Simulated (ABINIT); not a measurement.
# NaCl (Fm-3m): G0W0 with ABINIT, start to end, part 3 of 3

How does a plane-wave GW calculation on NaCl (Fm-3m) run from the first input to the gap?

ABINIT 10.8.3; PBE and many-body steps on it, plane waves. Known limits of the many-body steps: not at the basis limit; coarse k mesh.

So far. Step 4 (Empty states on the mesh, 4×4×4 mesh, 41 bands): On this mesh the gap is 5.150 eV. Step 5 (Screening, 4×4×4 mesh, 37 bands, screening to 106.1 eV): Local fields lower ε∞ by 15 %. On a Γ-centred mesh this coarse the value itself is usually too large, while a short band sum pulls it down.

The database entry behind the starting cell differs from later determinations by our own check (an axis about 0.4 % short against later determinations), so it need not match the best structure at ambient conditions.

## (6) Self-energy, 4×4×4 mesh, 37 bands, screening to 106.1 eV

The self-energy is evaluated for the states that the input lists, and the levels follow from it, in one-shot runs by the linearised quasiparticle equation.

This step: G0W0 on PBE, plane waves, norm-conserving pseudopotentials.

The input, run.abi:

```
acell 3*1.0 Angstrom
rprim 
  0.000000000000 2.810000000000 2.810000000000
  2.810000000000 0.000000000000 2.810000000000
  2.810000000000 2.810000000000 0.000000000000
ntypat 2
znucl 11 17
natom 2
typat 1 2
xred 
  0.000000000000 0.000000000000 0.000000000000
  0.500000000000 0.500000000000 0.500000000000
pp_dirpath "pseudos"
pseudos "Na.upf, Cl.upf"
ecut 38
ngkpt 4 4 4
nshiftk 1
shiftk 0 0 0
kptopt 1
chksymbreak 0
istwfk *1
occopt 1
irdwfk 1
optdriver 4
nband 37
gwcalctyp 0
ecutsigx 38
symsigma 1
nkptgw 1
kptgw 
  0.0000000000 0.0000000000 0.0000000000
bdgw 
  6 12
ecuteps 3.9
irdscr 1
ppmodel 1
indata_prefix "in"
outdata_prefix "out"
tmpdata_prefix "tmp"
```

Run with:

```
$ OMP_NUM_THREADS=1 mpirun -n 4 abinit run.abi > log
```

Numbers of over 12 decimals in the logs are rounded to 6 here.

What it wrote:

```text
.Version 10.8.3 of ABINIT. v10.8.2 released Aug 2026.

 Symmetries : space group Fm -3 m (#225); Bravais cF (face-center cubic)
[... echo of the input left out ...]
== DATASET  1 ==================================================================
-   mpi_nproc: 4, omp_nthreads: 1 (-1 if OMP is not activated)

--- !DatasetInfo
iteration_state: {dtset: 1, }
dimensions: {natom: 2, nkpt: 8, mband: 37, nsppol: 1, nspinor: 1, nspden: 1, mpw: 3383, }
cutoff_energies: {ecut:  38.0, pawecutdg:  -1.0, }
electrons: {nelect:   1.60000000E+01, charge:   0.00000000E+00, occopt:   1.00000000E+00, tsmear:   1.00000000E-02, }

 SIGMA: Calculation of the GW corrections

 Based on a program developped by R.W. Godby, V. Olevano, G. Onida, and L. Reining.
 Incorporated in ABINIT by V. Olevano, G.-M. Rignanese, and M. Torrent.
.Using double precision arithmetic ; gwpc =  8

[... cell and pseudopotentials left out ...]
--------------------------------------------------------------------------------

 ==== K-mesh for the wavefunctions ====
 Number of points in the irreducible wedge :     8
[... list of points left out ...]
 Together with 48 symmetry operations and time-reversal symmetry
 yields    64 points in the full Brillouin Zone.

 ==== Q-mesh for screening function ====
 Number of points in the irreducible wedge :     8
[... list of points left out ...]
 Together with 48 symmetry operations and time-reversal symmetry
 yields    64 points in the full Brillouin Zone.

 vcoul_init : cutoff-mode = AUXILIARY_FUNCTION
 q-points for optical limit:   1
     1)      0.000010    0.000020    0.000030
 setmesh: FFT mesh size selected  =    45x   45x   45
          total number of points  =        91125

 Number of electrons calculated from density =   16.0000; Expected =   16.0000
 average of density, n =  0.053429
 r_s =    1.6471
 omega_plasma =   22.2968 [eV]

 === KS Band Gaps ===
  >>>> For spin  1
   Minimum direct gap =   5.1497 [eV], located at k-point      :   0.0000  0.0000  0.0000
   Fundamental gap    =   5.1497 [eV], Top of valence bands at :   0.0000  0.0000  0.0000
                                       Bottom of conduction at :   0.0000  0.0000  0.0000
 SIGMA fundamental parameters:
 PLASMON POLE MODEL  1
 number of plane-waves for SigmaX                 3383
 number of plane-waves for SigmaC and W            113
 number of plane-waves for wavefunctions          3383
 number of bands                                    37
 number of independent spin polarizations            1
 number of spinorial components                      1
 number of k-points in IBZ                           8
 number of q-points in IBZ                           8
 number of symmetry operations                      48
 number of k-points in BZ                           64
 number of q-points in BZ                           64
 number of frequencies for dSigma/dE                 9
 frequency step for dSigma/dE [eV]                0.25
 number of omega for Sigma on real axis              0
 max omega for Sigma on real axis  [eV]           0.00
 zcut for avoiding poles [eV]                     0.10

 EPSILON^-1 parameters (SCR file):
 dimension of the eps^-1 matrix on file            113
 dimension of the eps^-1 matrix used               113
 number of plane-waves for wavefunctions          3383
 number of bands                                    37
 number of q-points in IBZ                           8
 number of frequencies                               2
 number of real frequencies                          1
 number of imag frequencies                          1

 matrix elements of self-energy operator (all in [eV])

 Perturbative Calculation

--- !SelfEnergy_ee
iteration_state: {dtset: 1, }
kpoint     : [   0.000,    0.000,    0.000, ]
spin       : 1
KS_gap     :    5.150
QP_gap     :    7.913
Delta_QP_KS:    2.763
data: !SigmaeeData |
     Band     E0 <VxcDFT>   SigX SigC(E0)      Z dSigC/dE  Sig(E)    E-E0       E
        6  -0.539 -14.493 -18.927   2.389   0.816  -0.226 -16.161  -1.667  -2.206
        7  -0.539 -14.493 -18.927   2.389   0.816  -0.226 -16.161  -1.667  -2.206
        8  -0.539 -14.493 -18.927   2.389   0.816  -0.226 -16.161  -1.667  -2.206
        9   4.611  -8.178  -4.163  -2.750   0.867  -0.154  -7.082   1.096   5.707
       10  10.523  -8.376  -3.599  -2.837   0.860  -0.163  -6.708   1.668  12.192
       11  10.523  -8.376  -3.599  -2.837   0.860  -0.163  -6.708   1.668  12.192
       12  10.523  -8.376  -3.599  -2.837   0.860  -0.163  -6.708   1.668  12.192

== END DATASET(S) ==============================================================
================================================================================

 -outvars: echo values of variables after computation  --------
           etotal      0.0000000000E+00
            nband          37
             nkpt           8
          spgroup         225
 [... the other variables as echoed above ...]

 Calculation completed.
```

Elapsed: 2.6 s, on 4 MPI ranks of Arm Neoverse V2, shared host; peak memory 0.17 GiB.

This step gave:

```
G0W0 gap on the points computed              : 7.913 eV
starting gap on the mesh                     : 5.150 eV
k of the valence top                         : 0, 0, 0
k of the conduction bottom                   : 0, 0, 0
Z at the valence top                         : 0.816
Z at the conduction bottom                   : 0.867
least direct G0W0 gap on the computed points : 7.913 eV
```

The gap on the mesh goes from 5.15 eV to 7.91 eV, a correction of +2.76 eV.

Limits: finite bands, cutoff and mesh; coarse k mesh. v1 is the top filled band, c1 the lowest empty one. The levels before and after the correction (eV, zero at the valence-band top of each column):

|  | conduction bottom | valence top |
| --- | --- | --- |
| Kohn-Sham | 5.15 | 0.00 |
| G0W0 | 7.91 | 0.00 |

|  | level | energy (eV) |
| --- | --- | --- |
| Kohn-Sham | Γ v3-v1 | 0.000 |
| Kohn-Sham | Γ c1 | 5.150 |
| Kohn-Sham | Γ c2-c4 | 11.062 |
| G0W0 | Γ v3-v1 | 0.000 |
| G0W0 | Γ c1 | 7.913 |
| G0W0 | Γ c2-c4 | 14.398 |

## (7) Where the time went

Times are wall times on 4 MPI ranks of Arm Neoverse V2, shared host, good to a factor of about two.

| step | time | share | memory (GiB) |
| --- | --- | --- | --- |
| ground state | 7.7 s | 23 % | 0.32 |
| bands along the symmetry lines | 11 s | 32 % | 0.3 |
| empty states on the mesh | 6.5 s | 20 % | 0.28 |
| screening | 5.5 s | 17 % | 0.51 |
| self-energy | 2.6 s | 8 % | 0.17 |

## (8) Outcome

| Property | Result |
| --- | --- |
| PBE gap | 5.15 eV, direct |
| G0W0 gap on the mesh | 7.91 eV |
| GW settings | 4×4×4 mesh, 37 bands, screening to 106.1 eV, Godby-Needs plasmon pole |
| known limits | not at the basis limit; coarse k mesh |

G0W0 moves the gap on the mesh from 5.15 eV to 7.91 eV (+2.76 eV), with Z of 0.82 and 0.87 at the edges. Local fields lower the RPA ε∞ on this mesh from 2.78 to 2.37; a Γ-centred mesh this coarse tends to raise both, most where the direct gap is narrow, while a short band sum lowers them. Only 1 of the mesh's irreducible points was corrected, so a valley elsewhere could overtake. Bands and cutoff are finite, so the gap is not at the basis limit. The miss can reach some tenths of an eV and take either sign; the mesh is an error of its own. In the G0W0 run levels were corrected at 1 k point alone, so a gap called «on the mesh» is the least over those, and an edge elsewhere would be missed. The 4×4×4 mesh is coarse for this cell, which bears on the long-range parts of exchange and screening.

[Paths, hosts, dates, memory and timing lines, banners, echoed tables and standing remarks are left out of the program output.]

[Logs are printed without paths, hosts, clocks, repeated set-up lines and the standing remarks that a program may print on its own settings, such as how far it seeks lower states.]

[Runs of the session that timed out or met a known fault of the program may be left out.]

[Hosts, paths, dates, database ids (printed as entryN), source tags and the programs' standing remarks are cut or masked in the printed files.]

[G0W0 gaps are taken among the corrected bands and points alone; a level outside them can change the order at an edge.]

[Where Ansatz stands beside ABINIT at settings called matched, ABINIT's density can come from a denser mesh and the files from another edition; pairs whose starting gaps differed by over 0.03 eV were left out, so agreement reads better than it is.]
